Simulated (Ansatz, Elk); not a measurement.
# Bonding as seen by X-rays: BaCrS3

Structure refinements treat a crystal as free atoms side by side. For a made-up structure of BaCrS3 (cell and positions from a PBE relaxation) the runs below show what the calculated density changes in F(hkl).

Program: Elk 11.2.3 (patched build). Level of theory: DFT, PBE, all-electron APW+lo, Dirac cores, scalar-relativistic bands, static density, ferromagnetic start. Results are calculated unless marked as measured.

The structure was built from a prototype and need not be the compound's stable phase.

## Step 1: The starting structure

Symmetry: Pm-3m, No. 221, cubic system. Conventional cell: a = 4.752 Å, b = 4.752 Å, c = 4.752 Å, α = 90.00°, β = 90.00°, γ = 90.00°. Nearest to Ba lie 12 S at 3.36 Å. Nearest to Cr lie 6 S at 2.38 Å. S has 2 Cr at 2.38 Å and 4 Ba at 3.36 Å nearest. Farther neighbours and most contacts between anions are not listed.

## Step 2: Ground state and structure factors

An all-electron density is needed, since X-rays see the cores too. Task 0 finds the density and task 195 Fourier-transforms it; tshift is off so that phases refer to the origin typed.

The input, elk.in:

```
tasks
  0
  195
  196

xctype
  20

spinpol
  .true.

rgkmax
  7.0

gmaxvr
  14.0

lmaxo
  7

lmaxapw
  8

swidth
  0.002

tshift
  .false.

hmaxvr
  5.5

maxscl
  120

epspot
  1e-06

reducebf
  0.8

sppath
  './'

avec
  8.98076858708 0.00000000000 -0.00000000000
  0.00000000000 8.98076858708 -0.00000000000
  -0.00000000000 0.00000000000 8.98076858708

atoms
  3
  'Ba.in'
  1
  -0.0000000000 0.0000000000 -0.0000000000   0.000000 0.000000 0.000000
  'Cr.in'
  1
  0.5000000000 0.5000000000 0.5000000000   0.000000 0.000000 -0.115000
  'S.in'
  3
  0.5000000000 0.5000000000 0.0000000000   0.000000 0.000000 0.000000
  0.5000000000 -0.0000000000 0.5000000000   0.000000 0.000000 0.000000
  0.0000000000 0.5000000000 0.5000000000   0.000000 0.000000 0.000000

ngridk
  4 4 4
```

On the command line:

```
$ OMP_NUM_THREADS=4 elk
```

Numbers of over 12 decimals in the logs are rounded to 6 here.

What it wrote:

```text
┌─────────────────────────┐
│ Elk code version 11.2.3 │
└─────────────────────────┘

All units are atomic (Hartree, Bohr, etc.)

┌─────────────────────────────────────────────────┐
│ Ground-state run starting from atomic densities │
└─────────────────────────────────────────────────┘

Lattice vectors :
   8.980768587       0.000000000      -0.000000000
   0.000000000       8.980768587      -0.000000000
  -0.000000000       0.000000000       8.980768587

Reciprocal lattice vectors :
  0.6996266796       0.000000000       0.000000000
  -0.000000000      0.6996266796      -0.000000000
   0.000000000       0.000000000      0.6996266796

Unit cell volume      :    724.3367454
Brillouin zone volume :   0.3424515117

Muffin-tin inner radius fraction :   0.1000000000E-01

Nuclei treated as point charges

Species : 1 (Ba)
 parameters loaded from : Ba.in
 name : barium
 nuclear charge    :   -56.00000000
 electronic charge :    56.00000000
 atomic mass :    250331.8071
 muffin-tin radius :    2.800000000
 number of radial points in muffin-tin :   1393
 inner part over the whole radius :   0.9950032293E-02
 number on inner part of muffin-tin    :    996
 approximate nuclear radius :   0.9171481901E-04
 number of mesh points to nuclear radius :    504
 atomic positions (lattice), magnetic fields (Cartesian) :
  1 :   0.00000000  0.00000000  0.00000000    0.00000000  0.00000000  0.00000000

Species : 2 (Cr)
 parameters loaded from : Cr.in
 name : chromium
 nuclear charge    :   -24.00000000
 electronic charge :    24.00000000
 atomic mass :    94783.09202
 muffin-tin radius :    2.316722240
 number of radial points in muffin-tin :    993
 inner part over the whole radius :   0.9961513583E-02
 number on inner part of muffin-tin    :    699
 approximate nuclear radius :   0.6987106690E-04
 number of mesh points to nuclear radius :    329
 atomic positions (lattice), magnetic fields (Cartesian) :
  1 :   0.50000000  0.50000000  0.50000000    0.00000000  0.00000000 -0.11500000

Species : 3 (S)
 parameters loaded from : S.in
 name : sulphur
 nuclear charge    :   -16.00000000
 electronic charge :    16.00000000
 atomic mass :    58450.91931
 muffin-tin radius :    2.123662053
 number of radial points in muffin-tin :    793
 inner part over the whole radius :   0.9996524014E-02
 number on inner part of muffin-tin    :    554
 approximate nuclear radius :   0.6195814986E-04
 number of mesh points to nuclear radius :    251
 atomic positions (lattice), magnetic fields (Cartesian) :
  1 :   0.50000000  0.50000000  0.00000000    0.00000000  0.00000000  0.00000000
  2 :   0.50000000  0.00000000  0.50000000    0.00000000  0.00000000  0.00000000
  3 :   0.00000000  0.50000000  0.50000000    0.00000000  0.00000000  0.00000000

Total number of atoms per unit cell :    5
Total muffin-tin volume :    264.3926038
 ratio of muffin-tin to unit cell volume :   0.3650133801

Spin treatment :
 spin-polarised
 global magnetic field (Cartesian) :    0.000000000       0.000000000       0.000000000
 collinear magnetisation in z-direction

Number of Bravais lattice symmetries :   48
Number of crystal symmetries         :   48
Crystal has inversion symmetry
Real symmetric eigensolver will be used

k-point grid :      4     4     4
k-point offset :    0.000000000       0.000000000       0.000000000
k-point set is reduced with full crystal symmetry group
Total number of k-points :       10

Muffin-tin radius times maximum |G+k| :    7.000000000
 using average radius
Maximum |G+k| for APW functions       :    3.046734717
Maximum (1/2)|G+k|²                   :    4.641296217
Maximum |G| for potential and density :    14.00000000
Constant for pseudocharge density :   10
 order of it for each species :   17  17  17
 order of it for pair densities of each species (exact exchange by exxq0 0: 18) :   14  10   8
Radial integration step length :    1

G-vector grid sizes :     42    42    42
Number of G-vectors :    33401

Maximum angular momentum used for
[...]
Absolute change in total energy (target)   :    1.307561033     (  0.1000000000E-03)

[... loops 3 to 21 left out ...]

┌──────────────────┐
│ Loop number : 22 │
└──────────────────┘

Energies :
 Fermi                       :     0.223900
 sum of occupied eigenvalues :     -6288.7479902852
 electron kinetic            :      10954.003704166
 core electron kinetic       :      10549.017477890
 Coulomb                     :     -21017.857035157
 Coulomb potential           :     -16820.858031745
 nuclear-nuclear             :     -1064.1691335663
 electron-nuclear            :     -23105.342566650
 Hartree                     :      3151.6546650594
 Madelung                    :     -12607.428019285
 xc potential                :     -421.76534299287
 xc effective B-field        :    -0.128310
 external B-field            :      0.000000
 exchange                    :     -318.14723637482
 correlation                 :     -6.033264
 electron entropic           :    -0.20298553126017E-02
 total energy                :     -10388.035861142
 (external B-field energy excluded from total)

Density of states at Fermi energy :    162.8701903
 (states/Hartree/unit cell)

Estimated indirect band gap :   0.8690939517E-03
 from k-point 10 to k-point 5
Estimated direct band gap   :   0.7033102599E-02
 at k-point 4

Charges :
 core                        :    76.00000000
 valence                     :    52.00000000
 interstitial                :    8.960155805
 muffin-tins (core leakage)
  species : 1 (Ba)
[...]
species : 2 (Cr)
[...]
species : 3 (S)
[...]
total in muffin-tins        :    119.0398442
 total calculated charge     :    127.9988609
 total charge                :    128.0000000
 error                       :   0.1139135258E-02

Moments :
 interstitial                :   0.1470705123
 muffin-tins
  species : 1 (Ba)
[...]
species : 2 (Cr)
[...]
species : 3 (S)
[...]
total in muffin-tins        :    2.226795934
 total moment                :    2.373866447

RMS change in Kohn-Sham potential (target) :   0.4609338290E-06 (  0.1000000000E-05)
Absolute change in total energy (target)   :   0.2143517850E-04 (  0.1000000000E-03)

Convergence targets achieved

┌──────────────────┐
│ Loop number : 23 │
└──────────────────┘

Energies :
 Fermi                       :     0.223900
 sum of occupied eigenvalues :     -6288.7480020109
 electron kinetic            :      10954.003695199
 core electron kinetic       :      10549.017479799
 Coulomb                     :     -21017.857024894
 Coulomb potential           :     -16820.858052756
 nuclear-nuclear             :     -1064.1691335663
 electron-nuclear            :     -23105.342524840
 Hartree                     :      3151.6546335122
 Madelung                    :     -12607.427998516
 xc potential                :     -421.76532940474
 xc effective B-field        :    -0.128308
 external B-field            :      0.000000
 exchange                    :     -318.14723396314
 correlation                 :     -6.033264
 electron entropic           :    -0.20298563221271E-02
 total energy                :     -10388.035857519
 (external B-field energy excluded from total)

Density of states at Fermi energy :    162.8700905
 (states/Hartree/unit cell)

Estimated indirect band gap :   0.8689930095E-03
 from k-point 10 to k-point 5
Estimated direct band gap   :   0.7033340602E-02
 at k-point 4

Charges :
 core                        :    76.00000000
 valence                     :    52.00000000
 interstitial                :    8.960156881
 muffin-tins (core leakage)
  species : 1 (Ba)
[...]
species : 2 (Cr)
[...]
species : 3 (S)
   atom 1                    :    14.29991993     (  0.1168175952E-03)
   atom 2                    :    14.29991993     (  0.1168175952E-03)
   atom 3                    :    14.29991993     (  0.1168175952E-03)
 total in muffin-tins        :    119.0398431
 total calculated charge     :    127.9988609
 total charge                :    128.0000000
 error                       :   0.1139134439E-02

Moments :
 interstitial                :   0.1470731657
 muffin-tins
  species : 1 (Ba)
[...]
species : 2 (Cr)
[...]
species : 3 (S)
   atom 1                    :  -0.7837499437E-01
   atom 2                    :  -0.7837499437E-01
   atom 3                    :  -0.7837499437E-01
 total in muffin-tins        :    2.226788501
 total moment                :    2.373861666

┌──────────────────────────────┐
│ Self-consistent loop stopped │
└──────────────────────────────┘

Warning : core states of species 3 leak from the muffin-tin :   0.1168175952E-03

Wrote STATE.OUT
```

Wall time 2.3 min (4 threads of Arm Neoverse V1, shared host); peak memory 0.51 GiB; 6.7 min of CPU time.

SFACRHO.OUT:

```text

h k l indices transformed by vhmat matrix:
   1.000000000       0.000000000       0.000000000    
   0.000000000       1.000000000       0.000000000    
   0.000000000       0.000000000       1.000000000    

      h      k      l  multipl.   |H|            Re(F)            Im(F)           |F|

      0      0      0      1   0.0000000       128.00000     -0.83769754E-16   128.00000    
      0     -1      0      6  0.69962668       15.344115     -0.51913971E-14   15.344115    
     -1      0      1     12  0.98942154       54.943711      0.43946543E-15   54.943711    
      1      1      1      8   1.2117890       62.392302     -0.16448053E-14   62.392302    
      0      0     -2      6   1.3992534       94.142326      0.90559993E-14   94.142326    
     -1      0     -2     24   1.5644128       15.330235     -0.87393789E-14   15.330235    
     -1      1     -2     24   1.7137284       47.301754     -0.12535620E-14   47.301754    
      2      2      0     12   1.9788431       80.696427     -0.16225774E-13   80.696427    
      2     -2      1     24   2.0988800       14.647153      0.42150381E-14   14.647153    
      0      0      3      6   2.0988800       14.540930      0.12191036E-13   14.540930    
     -3      1      0     24   2.2124138       42.311630      0.35547439E-14   42.311630    
     -1     -1     -3     24   2.3203992       47.646976      0.22354560E-14   47.646976    
      2     -2     -2      8   2.4235779       73.031945      0.73045440E-14   73.031945    
     -2     -3      0     24   2.5225399       13.917113     -0.13809026E-13   13.917113    
     -2      1      3     48   2.6177633       38.593333     -0.69736337E-14   38.593333    
      4      0      0      6   2.7985067       67.706061     -0.13755610E-13   67.706061    
      3      2     -2     24   2.8846347       13.377021      0.95291850E-14   13.377021    
     -4      0     -1     24   2.8846347       13.369288     -0.89281330E-14   13.369288
```

Elk indexes on the primitive cell of elk.in and gives |H| = 4π sin θ/λ in inverse bohr. Below, one row stands for each form hkl of the conventional cell (m members, Friedel mates merged), F is for one primitive cell and the density is static (no thermal factor). Free-atom factors are Waasmaier and Kirfel's, and R is Σm||F|−|F'||/Σm|F|.

```
hkl   m  sin θ/λ (Å⁻¹)  abs F, DFT  neutral atoms   diff.
100   6          0.105      15.344         15.148  +0.196
110  12          0.149      54.944         55.365  -0.422
111   8          0.182      62.392         61.668  +0.724
200   6          0.210      94.142         94.332  -0.189
210  24          0.235      15.330         15.049  +0.281
211  24          0.258      47.302         47.517  -0.215
220  12          0.298      80.696         80.984  -0.288
221  24          0.316      14.647         14.469  +0.179
300   6          0.316      14.541         14.469  +0.072
310  24          0.333      42.312         42.316  -0.005
311  24          0.349      47.647         47.739  -0.093
222   8          0.364      73.032         73.156  -0.124
320  24          0.379      13.917         13.932  -0.015
321  48          0.394      38.593         38.569  +0.025
400   6          0.421      67.706         67.714  -0.008
322  24          0.434      13.377         13.425  -0.048
410  24          0.434      13.369         13.425  -0.056
411  24          0.446      35.780         35.694  +0.085
330  12          0.446      35.778         35.694  +0.084
331  24          0.459      42.437         42.573  -0.136
420  24          0.470      63.513         63.497  +0.017
421  48          0.482      12.882         12.933  -0.051
```

## Step 3: The magnetisation density

The same run holds the spin density, and task 196 transforms it. The order is that of the start, and no other was tried.

SFACMAG_1.OUT:

```text

h k l indices transformed by vhmat matrix:
   1.000000000       0.000000000       0.000000000    
   0.000000000       1.000000000       0.000000000    
   0.000000000       0.000000000       1.000000000    

      h      k      l  multipl.   |H|            Re(F)            Im(F)           |F|

      0      0      0      1   0.0000000       2.3738618      0.12737269E-17   2.3738618    
      0     -1      0      6  0.69962668      -2.1447662     -0.21865386E-15   2.1447662    
     -1      0      1     12  0.98942154       2.0074800      0.32657904E-16   2.0074800    
      1      1      1      8   1.2117890      -1.8795525      0.63612381E-15   1.8795525    
      0      0     -2      6   1.3992534       1.3805914      0.34597364E-15   1.3805914    
     -1      0     -2     24   1.5644128      -1.3040899     -0.45636905E-15   1.3040899    
     -1      1     -2     24   1.7137284       1.2314514      0.30296553E-15   1.2314514    
      2      2      0     12   1.9788431      0.93062298     -0.46768448E-15  0.93062298    
      2     -2      1     24   2.0988800     -0.89099475      0.10987722E-15  0.89099475    
      0      0      3      6   2.0988800     -0.69719911      0.29233555E-15  0.69719911    
     -3      1      0     24   2.2124138      0.68209962      0.16524804E-15  0.68209962    
     -1     -1     -3     24   2.3203992     -0.66176577     -0.44971679E-15  0.66176577    
      2     -2     -2      8   2.4235779      0.68781402      0.16566344E-15  0.68781402    
     -2     -3      0     24   2.5225399     -0.55456995     -0.35257708E-15  0.55456995    
     -2      1      3     48   2.6177633      0.53828130     -0.13344440E-15  0.53828130    
      4      0      0      6   2.7985067      0.33576714     -0.15230255E-15  0.33576714
```

The total moment is 2.37 μB a cell; sphere moments: Ba1 +0.01, Cr2 +2.45, S3 -0.08, S4 -0.08, S5 -0.08 μB. Polarised neutrons measure spin and orbital magnetisation together; without spin-orbit coupling the run gives the spin part:

```
hkl  sin θ/λ (Å⁻¹)  abs F_M (μB)
100          0.105         2.145
110          0.149         2.007
111          0.182         1.880
200          0.210         1.381
210          0.235         1.304
211          0.258         1.232
220          0.298         0.931
221          0.316         0.891
300          0.316         0.697
310          0.333         0.682
311          0.349         0.662
222          0.364         0.688
320          0.379         0.555
321          0.394         0.538
```

## Step 4: Summary of results

```yaml
r_against_neutral_atoms_sin_theta_lambda_0p3_a_minus1: 0.67 %
r_against_neutral_atoms_0p3_to_0p82_a_minus1: 0.19 %
```

In words: Independent neutral atoms miss the calculated amplitudes by R = 0.67 % below 0.3 Å⁻¹ and 0.19 % from there to 0.82 Å⁻¹; by shells, 0.83 % below 0.15 Å⁻¹ (2 forms), 0.63 % 0.15 to 0.3 (5 forms), 0.20 % 0.3 to 0.45 (12 forms), 0.19 % above 0.45 (57 forms). Bonding, aspherical density and the tables' own atoms all enter these figures, and the runs don't part them. The largest change of an amplitude is +0.72 electrons, at 111. The magnetic order is that of the start. No other order was tried here, and an antiferromagnetic one would change or move the magnetic intensity. The basis has no finished test. The k-mesh has no finished test. Part of the difference isn't bonding: the tables are fits to free atoms and ions calculated by other methods than this functional. Thermal motion, anomalous dispersion and extinction are left out.

[Logs are printed without paths, hosts, clocks, repeated set-up lines and the standing remarks that a program may print on its own settings, such as how far it seeks lower states.]

[Hosts, paths, dates, database ids (printed as entryN), source tags and the programs' standing remarks are cut or masked in the printed files.]
